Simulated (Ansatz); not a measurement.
# AlFe3: which shell does photoemission see at 21.2 and 8047.8 eV? (r²SCAN)

The valence band of AlFe3 mixes several shells. Work out by hand which one leads the spectrum's area at each photon energy.

Filled states come from the projected DOS of Ansatz 0.2.0 (r²SCAN, plane waves); cross sections σ and asymmetry parameters β are those of free atoms in a Dirac–Hartree–Slater calculation. A shell's area is states × σ × angular factor, which is 1 − β·P₂(cos θ)/2 for unpolarised light, with θ = 54.7° from the beam and P₂ = 0.001.

**At 21.2 eV** (states counted from 11.2 eV below the zero; other shells add 0.24 to the products' sum of 18.8):

| shell | filled states a cell | cross section (Mb an electron) | β | angular factor | product | share by hand (%) | share in the simulated spectrum (%) |
| --- | --- | --- | --- | --- | --- | --- | --- |
| Fe 4s | 2.01 | 0.0515 | 1.99 | 1.00 | 0.104 | 1 | 1 |
| Fe 3d | 20.47 | 0.892 | -0.18 | 1.00 | 18.3 | 97 | 97 |
| Al 3s | 1.10 | 0.153 | 2.00 | 1.00 | 0.168 | 1 | 1 |

**At 8047.8 eV** (states counted from 12.1 eV below the zero; other shells add 6.3e-07 to the products' sum of 2.97e-05):

| shell | filled states a cell | cross section (Mb an electron) | β | angular factor | product | share by hand (%) | share in the simulated spectrum (%) |
| --- | --- | --- | --- | --- | --- | --- | --- |
| Fe 4s | 2.01 | 7.77e-06 | 2.00 | 1.00 | 1.56e-05 | 53 | 53 |
| Fe 3d | 20.47 | 4.26e-07 | 0.34 | 1.00 | 8.72e-06 | 29 | 30 |
| Al 3s | 1.10 | 4.27e-06 | 2.00 | 1.00 | 4.68e-06 | 16 | 16 |

Fe 3d leads at 21.2 eV and Fe 4s at 8047.8 eV. Between the two energies σ of Fe 3d changes by a factor 4.8e-7 and that of Fe 4s by 1.5e-4, so their ratio moves 316-fold in favour of the second. The simulated spectrum uses the same rule on the energy-resolved DOS, so the two share columns agree within a few points.

Only crystals where the two columns agree within 4 points and the lead is clear are worked in this form. Free-atom cross sections ignore the solid's final states, no escape depth or background enters, and the count of states a shell hangs on the projection.
